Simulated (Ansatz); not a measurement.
The compound is CrF6 (R-3).

The structure is trigonal, space group R-3 (No. 148). The conventional cell has a = 4.805 Å, b = 4.805 Å, c = 13.108 Å, α = 90.00°, β = 90.00°, γ = 120.00°. Cr has 6 F at 1.74 Å nearest. F has 1 Cr at 1.74 Å nearest. Farther neighbours and most contacts between anions are not listed.

```yaml
crystal:
  lattice:
    - [-0.54342, 2.55824, -4.46604]
    - [-4.46604, 0.54342, -2.55824]
    - [-2.55824, 4.46604, -0.54342]
  atoms:
    - { symbol: Cr, position: [0.00000, 0.00000, 0.00000] }
    - { symbol: F, position: [0.36860, 0.08184, 0.77900] }
    - { symbol: F, position: [0.08184, 0.77900, 0.36860] }
    - { symbol: F, position: [0.22100, 0.63140, 0.91816] }
    - { symbol: F, position: [0.91816, 0.22100, 0.63140] }
    - { symbol: F, position: [0.63140, 0.91816, 0.22100] }
    - { symbol: F, position: [0.77900, 0.36860, 0.08184] }
```

The cell and positions are those that the Materials Project relaxed with its own functionals (PBE, PBE+U or r2SCAN), kept fixed. The program's search for lower electronic states was switched off, so nothing shows that the state found is the lowest. PAW set soft_2, made with PBE.

A constrained-RPA run (Ansatz 0.2.0; non-magnetic LDA; Cr t2g, bands c1 to c3, 4×4×4 mesh, medium accuracy) builds 3 functions on bands 0.44 eV wide, with 0.0 electrons in the window. The bare on-site interaction is 15.8 eV and the bare J 0.48 eV.

Question: What U and J survive the screening?

On the Cr t2g shell, U = 4.41 eV (28 % of the bare value), U′ = 3.61 eV, J = 0.33 eV.

The parent state is non-magnetic and the interaction static (zero frequency); U depends on the window and the orbitals, so it belongs to this model alone.

[Paths, hosts, dates, memory and timing lines, banners, echoed tables and standing remarks are left out of the program output.]

[Logs are printed without paths, hosts, clocks, repeated set-up lines and the standing remarks that a program may print on its own settings, such as how far it seeks lower states.]

[Runs of the session that timed out or met a known fault of the program may be left out.]

[Hosts, paths, dates, database ids (printed as entryN), source tags and the programs' standing remarks are cut or masked in the printed files.]
